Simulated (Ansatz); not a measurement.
**NaGeCl3 (model cell, started as cubic perovskite with Ge in the octahedra): a soft mode frozen in**

Aim: this structure of NaGeCl3 (model cell, started as cubic perovskite with Ge in the octahedra) is to be tested for unstable modes, and one is followed downhill.

Calculated with Ansatz 0.2.0; DFT PBEsol, scalar-relativistic, plane waves, PAW; PAW set soft_1.

This is a report of a sequence of runs, with most program output left out.

The structure was built from a prototype and need not be the compound's stable phase.

### Step 1. Starting point

Symmetry: Pm-3m, No. 221, cubic system. The conventional cell has a = 5.127 Å, b = 5.127 Å, c = 5.127 Å, α = 90.00°, β = 90.00°, γ = 90.00°. Na has 12 Cl at 3.63 Å nearest. Nearest to Ge lie 6 Cl at 2.56 Å. Cl has 2 Ge at 2.56 Å nearest. Farther neighbours and most contacts between anions are not listed.

Structure file:

```cif
data_structure
_symmetry_space_group_name_H-M 'Pm-3m'
_symmetry_Int_Tables_number 221
_cell_length_a 5.1274
_cell_length_b 5.1274
_cell_length_c 5.1274
_cell_angle_alpha 90.000
_cell_angle_beta 90.000
_cell_angle_gamma 90.000
_cell_volume 134.80
loop_
_atom_site_label
_atom_site_type_symbol
_atom_site_symmetry_multiplicity
_atom_site_Wyckoff_symbol
_atom_site_fract_x
_atom_site_fract_y
_atom_site_fract_z
_atom_site_occupancy
Na1 Na 1 a 0.00000 0.00000 0.00000 1
Ge1 Ge 1 b 0.50000 0.50000 0.50000 1
Cl1 Cl 3 c 0.50000 0.50000 0.00000 1
```

### Step 2. Response at finite wavevector

The cell comes from relaxations at this level that are not shown. Stability and thermal properties need the whole zone. Linear response on a 2×2×2 q mesh gives force constants as far as a supercell of that size would, and the tensors from the zone-centre run are typed in so that the long-range dipole term is interpolated apart.

The input, input.yaml:

```yaml
crystal:
  lattice:
    - [5.1274103071, 0.0, 0.0]
    - [0.0, 5.1274103071, 0.0]
    - [0.0, 0.0, 5.1274103071]
  atoms:
    - { symbol: Na, position: [0.0, 0.0, 0.0] }
    - { symbol: Ge, position: [0.5, 0.5, 0.5] }
    - { symbol: Cl, position: [0.5, 0.5, 0.0] }
    - { symbol: Cl, position: [0.5, 0.0, 0.5] }
    - { symbol: Cl, position: [0.0, 0.5, 0.5] }
kpoints:
  mp_grid: { grid: [12, 12, 12] }
hamiltonian:
  xc: pbesol
  pseudopotentials: { kind: paw, azcp: { folder: soft_1 }, xc_functional: pbe }
scf:
  occupations: { method: fixed }
output:
  eigenvalues: true
phonons:
  method: dfpt
  qmesh: [2, 2, 2]
  temperatures: { t_max: 1000, t_step: 50 }
  qpath:
    path:
      - [[0.0, 0.0, 0.0], [0.0, 0.5, 0.0], [0.5, 0.5, 0.0], [0.0, 0.0, 0.0], [0.5, 0.5, 0.5], [0.0, 0.5, 0.0]]
      - [[0.5, 0.5, 0.5], [0.5, 0.5, 0.0]]
    npoints: 10
  non_analytic_term:
    high_frequency_dielectric_tensor: [[7.5307, 0.0, 0.0], [0.0, 7.5307, 0.0], [0.0, 0.0, 7.5307]]
    born_effective_charges:
      - { species: Na, tensor: [[1.3094, 0.0, 0.0], [0.0, 1.3094, 0.0], [0.0, 0.0, 1.3094]] }
      - { species: Ge, tensor: [[5.0496, 0.0, 0.0], [0.0, 5.0496, 0.0], [0.0, 0.0, 5.0496]] }
      - { species: Cl, tensor: [[-0.545, 0.0, 0.0], [0.0, -0.545, 0.0], [0.0, 0.0, -5.269]] }
      - { species: Cl, tensor: [[-0.545, 0.0, 0.0], [0.0, -5.269, 0.0], [0.0, 0.0, -0.545]] }
      - { species: Cl, tensor: [[-5.269, 0.0, 0.0], [0.0, -0.545, 0.0], [0.0, 0.0, -0.545]] }
    source: "zone-centre run at this cell"
```

Launch:

```console
$ ansatz run input.yaml --threads 8 --pin off --max-ram 16384MiB --backend cpu --events-out ev --progress --plain --runs-dir out
```

Wall time 5 min (8 threads of Arm Neoverse V1, shared host); peak memory 3 GiB; 39 min of CPU time.

This step gave:

```
gap on the k-mesh                                       : 0.3477 eV
volume per atom                                         : 26.96 Å³
sum-rule residual before enforcement                    : 5.85e-5 eV/Å²
lowest frequency on the path                            : -89.48 cm⁻¹
point group                                             : m-3m
highest frequency on the path or at a solved wavevector : 269 cm⁻¹
highest optical mode at the zone centre (no LO-TO term) : 103.3 cm⁻¹
lowest optical zone-centre mode                         : -89.48 cm⁻¹
lowest mode on the q mesh (acoustic modes at Γ apart)   : -89.48 cm⁻¹
```

Frequencies (cm⁻¹) solved at each irreducible wavevector; negative means imaginary. Frequencies by wavevector, by row:

```tsv
q in reciprocal lattice units	star	mode 1	mode 2	mode 3	mode 4	mode 13	mode 14	mode 15
0 0 0	1	-89.5	-89.5	-89.5	0	103.3	103.3	103.3
0 0 -0.5	3	-82.2	-82.2	-20.4	-20.4	88.1	185.2	256.6
0 -0.5 -0.5	3	-79.4	-79.4	-74.2	-71	186.1	231.5	262.1
-0.5 -0.5 -0.5	1	-83.5	-83.5	-83.5	-74.2	231.1	231.1	269
```

Interpolated from a 2×2×2 q mesh, with the LO-TO term (at Γ the limit along the path; where Γ stands inside the path, tables give the limit on arrival). Phonon branches along the path, in cm⁻¹:

```tsv
point	branch 1	branch 2	branch 3	branch 4	branch 12	branch 13	branch 14	branch 15
Γ	-90	-90	-84	0	102	103	103	243
halfway	-86	-86	-47	2	98	98	145	250
X	-82	-82	-20	-20	88	88	185	257
halfway	-82	-77	-54	-50	142	176	185	257
M	-79	-79	-74	-71	186	186	232	262
halfway	-82	-78	-61	-34	126	144	166	242
Γ	-90	-90	-84	0	102	103	103	243
halfway	-79	-79	-66	-43	145	167	167	237
R	-84	-84	-84	-74	177	231	231	269
halfway	-80	-79	-68	-56	168	183	184	257
X	-82	-82	-20	-20	88	88	185	257
jump to R	-84	-84	-84	-74	177	231	231	269
halfway	-81	-81	-78	-74	182	182	231	263
M	-79	-79	-74	-71	186	186	232	262
```

Symmetry leaves 4 wavevectors to solve. The lowest mode among them, the acoustic zeros apart, lies at Γ and is imaginary, 89.5i cm⁻¹, so the energy falls along it.

### Step 3. The mode frozen in, largest atomic shift 0 Å

The mode followed lies at q = (-0.5, -0.5, -0.5) with frequency 83.5i cm⁻¹ and is 3-fold degenerate, one of the unstable modes though not the softest. At small amplitude the distorted cell has space group no. 166 by a symmetry search on the positions. The undistorted cell that holds it gives the zero of energy on the same k mesh.

System of this step: NaGeCl3 (model cell, started as cubic perovskite with Ge in the octahedra). The structure is cubic, space group Pm-3m (No. 221). The conventional cell has a = 5.127 Å, b = 5.127 Å, c = 5.127 Å, α = 90.00°, β = 90.00°, γ = 90.00°. Na has 12 Cl at 3.63 Å nearest. Nearest to Ge lie 6 Cl at 2.56 Å. Nearest to Cl lie 2 Ge at 2.56 Å. Farther neighbours and most contacts between anions are not listed.

The input, input.yaml:

```yaml
crystal:
  lattice:
    - [5.1274103071, 5.1274103071, 0.0]
    - [5.1274103071, 0.0, 5.1274103071]
    - [5.1274103071, 0.0, -5.1274103071]
  atoms:
    - { symbol: Na, position: [0.0, 0.5, 0.5] }
    - { symbol: Na, position: [0.0, 0.0, 1.0] }
    - { symbol: Ge, position: [0.5, 0.25, 0.75] }
    - { symbol: Ge, position: [0.5, 0.75, 0.25] }
    - { symbol: Cl, position: [0.5, 0.0, 1.0] }
    - { symbol: Cl, position: [0.5, 0.5, 0.5] }
    - { symbol: Cl, position: [0.0, 0.5, 0.0] }
    - { symbol: Cl, position: [0.0, 0.0, 0.5] }
    - { symbol: Cl, position: [0.5, 0.0, 0.5] }
    - { symbol: Cl, position: [0.5, 0.5, 0.0] }
kpoints:
  mp_grid: { grid: [10, 10, 10] }
hamiltonian:
  xc: pbesol
  pseudopotentials: { kind: paw, azcp: { folder: soft_1 }, xc_functional: pbe }
scf:
  occupations: { method: gaussian, width: 0.02 }
output:
  forces: true
  stress: true
  eigenvalues: true
```

It took 6 s on 8 threads; peak memory 1.2 GiB; 45 s of CPU time.

This step gave:

```
pressure                         : -0.002401 GPa
energy from the undistorted cell : 0 meV/atom
```

At this level the gap is 0.35 eV on the k-mesh of the self-consistent run, which can miss the band edges.

### Step 4. The mode frozen in, largest atomic shift 0.6 Å

The atoms are moved along the unstable eigenvector, the largest shift by 0.6 Å, with the cell fixed.

input.yaml, the sections that differ from step 3:

```yaml
crystal:
  lattice:
    - [5.1274103071, 5.1274103071, 0.0]
    - [5.1274103071, 0.0, 5.1274103071]
    - [5.1274103071, 0.0, -5.1274103071]
  atoms:
    - { symbol: Na, position: [-0.0675604527, 0.5337802263, 0.601340679] }
    - { symbol: Na, position: [0.0675604527, -0.0337802263, 0.898659321] }
    - { symbol: Ge, position: [0.5, 0.25, 0.75] }
    - { symbol: Ge, position: [0.5, 0.75, 0.25] }
    - { symbol: Cl, position: [0.5126957901, -0.0126957901, 0.9873042099] }
    - { symbol: Cl, position: [0.4873042099, 0.5126957901, 0.5126957901] }
    - { symbol: Cl, position: [0.0, 0.5, -0.0126957901] }
    - { symbol: Cl, position: [0.0, 0.0, 0.5126957901] }
    - { symbol: Cl, position: [0.4873042099, 0.0, 0.5126957901] }
    - { symbol: Cl, position: [0.5126957901, 0.5, -0.0126957901] }
# kpoints, hamiltonian, scf, output: as in step 3
```

Run time: 16 s. Hardware: 8 threads; peak memory 1.7 GiB; 2.1 min of CPU time.

This step gave:

- pressure: 0.3984 GPa
- gap on the k-mesh: 0.4396 eV
- energy from the undistorted cell: -18.47 meV/atom

The energy, extrapolated to zero smearing, is -18.47 meV/atom against the undistorted cell.

The run ends at a pressure of 0.40 GPa, with forces up to 0.21 eV/Å.

### Step 5. Energy along the mode, all amplitudes (two of the runs are shown above)

An imaginary frequency means negative curvature, so the energy should fall and then rise again as anharmonic terms take over.

This step gave:

```
depth at the lowest point sampled  : 18.47 meV/atom
largest atomic shift at that point : 0.6 Å
```

Table of energy from the parent by largest atomic shift:

```tsv
largest atomic shift (Å)	energy from the parent (meV/atom)
0.000	0
0.040	-0.104
0.080	-0.417
0.140	-1.27
0.220	-3.08
0.320	-6.31
0.450	-11.7
0.600	-18.5
```

Displacement at unit largest shift by atom:

```tsv
atom	x (Å)	y (Å)	z (Å)	size
Na1	0.577	-0.577	-0.577	0.999
Na2	-0.577	0.577	0.577	0.999
Ge3	0.000	0.000	0.000	0.000
Ge4	0.000	0.000	0.000	0.000
Cl5	-0.108	0.108	0.000	0.153
Cl6	0.108	-0.108	0.000	0.153
Cl7	-0.108	0.000	0.108	0.153
Cl8	0.108	0.000	-0.108	0.153
Cl9	0.000	-0.108	-0.108	0.153
Cl10	0.000	0.108	0.108	0.153
```

The lowest of the steps tried is the last one, at 0.6 Å, 18.5 meV/atom below the parent; the bottom of the well need not coincide with a step.

### Step 6. Relaxation from the frozen mode

Starting from the lowest point found, all atoms and the cell are let go, so that strain and other modes of the same symmetry can join in.

input.yaml, as its differences from that of step 4:

```diff
@@ -22,3 +22,3 @@
 scf:
-  occupations: { method: gaussian, width: 0.02 }
+  occupations: { method: fixed }
 output:
@@ -27 +27,6 @@
   eigenvalues: true
+relax:
+  adjacent_minimum: "off"
+  f_tol: 0.002
+  max_steps: 120
+  cell: { stress_tol: 0.03 }
```

The job ended after 2 min (8 threads; peak memory 1.8 GiB; 16 min of CPU time).

Relaxation path:

```tsv
step	energy less that of the first step (eV)	largest force component (eV/Å)	pressure (GPa)	volume (Å³)
1	0.0000	0.1190	0.40	269.60
2	-0.0476	0.1086	-0.07	274.46
3	-0.1164	0.0418	0.04	277.45
4	-0.1181	0.0413	0.13	279.82
5	-0.1226	0.0116	-0.01	279.60
6	-0.1227	0.0028	0.00	279.54
7	-0.1227	0.0001	0.00	279.52
8*	-0.1233	0.0001	0.00	279.52
```

Relaxation steps marked * repeat the geometry before them on a plane-wave basis chosen anew for their cell, so energy and pressure can jump there.

The run keeps the 12 symmetry operations that it works with, so distortions that break them were not tested.

```tsv
conventional cell, symmetrised	before	after	change
a (Å)	7.251	7.235	-0.2 %
b (Å)	7.251	7.235	-0.2 %
c (Å)	17.762	18.497	+4.1 %
volume (Å³/atom)	26.96	27.95	+3.7 %
```

The atoms that moved most (Å, as changes of fractional coordinates times the final cell):

```tsv
atom	dx	dy	dz	length
Na1	0.239	-0.239	-0.239	0.413
Na2	-0.239	0.239	0.239	0.413
Cl7	-0.006	0.003	0.006	0.009
Cl10	-0.003	0.006	0.006	0.009
Cl9	0.003	-0.006	-0.006	0.009
Cl8	0.006	-0.003	-0.006	0.009
Cl6	0.006	-0.006	-0.003	0.009
Cl5	-0.006	0.006	0.003	0.009
```

This step gave:

```yaml
pressure: 4.13e-4 GPa
gap_on_the_k_mesh: 0.6981 eV
volume_per_atom: 27.95 Å³
```

The distorted start has space group R-3m; the relaxation ends in R-3m.

### Step 7. The new phase in its own primitive cell

The relaxed structure is symmetrised, reduced to its primitive cell and relaxed tightly, as its phonons need.

The input, input.yaml:

```yaml
crystal:
  lattice:
    - [3.617571465, 2.0886058592, 6.1658216839]
    - [-3.617571465, 2.0886058592, 6.1658216839]
    - [0.0, -4.1772117183, 6.1658216839]
  atoms:
    - { symbol: Na, position: [0.1938813094, 0.1938813094, 0.1938813094] }
    - { symbol: Na, position: [0.8061186906, 0.8061186906, 0.8061186906] }
    - { symbol: Ge, position: [0.5, 0.5, 0.5] }
    - { symbol: Ge, position: [0.0, 0.0, 0.0] }
    - { symbol: Cl, position: [0.2502303262, 0.7636684132, 0.2502303262] }
    - { symbol: Cl, position: [0.7497696738, 0.2363315868, 0.7497696738] }
    - { symbol: Cl, position: [0.2502303262, 0.2502303262, 0.7636684132] }
    - { symbol: Cl, position: [0.7497696738, 0.7497696738, 0.2363315868] }
    - { symbol: Cl, position: [0.2363315868, 0.7497696738, 0.7497696738] }
    - { symbol: Cl, position: [0.7636684132, 0.2502303262, 0.2502303262] }
kpoints:
  mp_grid: { grid: [9, 9, 9] }
hamiltonian:
  xc: pbesol
  pseudopotentials: { kind: paw, azcp: { folder: soft_1 }, xc_functional: pbe }
scf:
  occupations: { method: fixed }
output:
  forces: true
  stress: true
  eigenvalues: true
relax:
  adjacent_minimum: "off"
  f_tol: 0.001
  max_steps: 60
  cell: { stress_tol: 0.01 }
```

Run time: 26 s. Hardware: 8 threads; peak memory 1.6 GiB; 3.3 min of CPU time.

Little changed from the start: no atom moved by 0.005 Å and no cell edge by 0.1 %.

Numbers from this step:

* pressure: 6.79e-4 GPa
* direct gap on mesh: 0.6981 eV

The largest force component left is 0.18 meV/Å and the pressure is 0.001 GPa, within the tolerances set. The cell now holds 27.95 Å³/atom.

### Step 8. Results

```json
{"unstable mode of the parent": "q = (-0.5, -0.5, -0.5), 84i cm⁻¹", "depth at the lowest point sampled": "18.5 meV/atom", "largest atomic shift at that point": "0.6 Å", "space group reached (within 0.01 Å)": "R-3m", "energy gained over the parent (first relaxation, on the mesh of the frozen mode)": "30.8 meV/atom", "volume per atom, phase reached": "28.0 Å³", "gap on the k-mesh, phase reached": "0.698 eV"}
```

What this shows: Along this mode the structure falls into R-3m, 30.8 meV/atom below the parent. At the parent's cell the well is 18.47 meV/atom deep on the steps tried, with its lowest point at a shift of 0.6 Å. That is the last step tried, so the steps alone don't bracket the bottom of the well. Relaxing atoms and cell changes the gain by +12.33 meV/atom against the lowest step (energies at zero smearing). The modes of the phase reached were not computed on this path. Of the 6 patterns followed to their end from this parent, this one ends 57.4 meV/atom above the lowest, Imma. Each path keeps the symmetry of its pattern, so a lower phase may lie along a pattern not tried. The PAW files were made for PBE and serve the other functionals too. The starting cell was built on a prototype and not taken from a measurement, so the phase need not exist.

[Logs are printed without paths, hosts, clocks, repeated set-up lines and the standing remarks that a program may print on its own settings, such as how far it seeks lower states.]

[Hosts, paths, dates, database ids (printed as entryN), source tags and the programs' standing remarks are cut or masked in the printed files.]
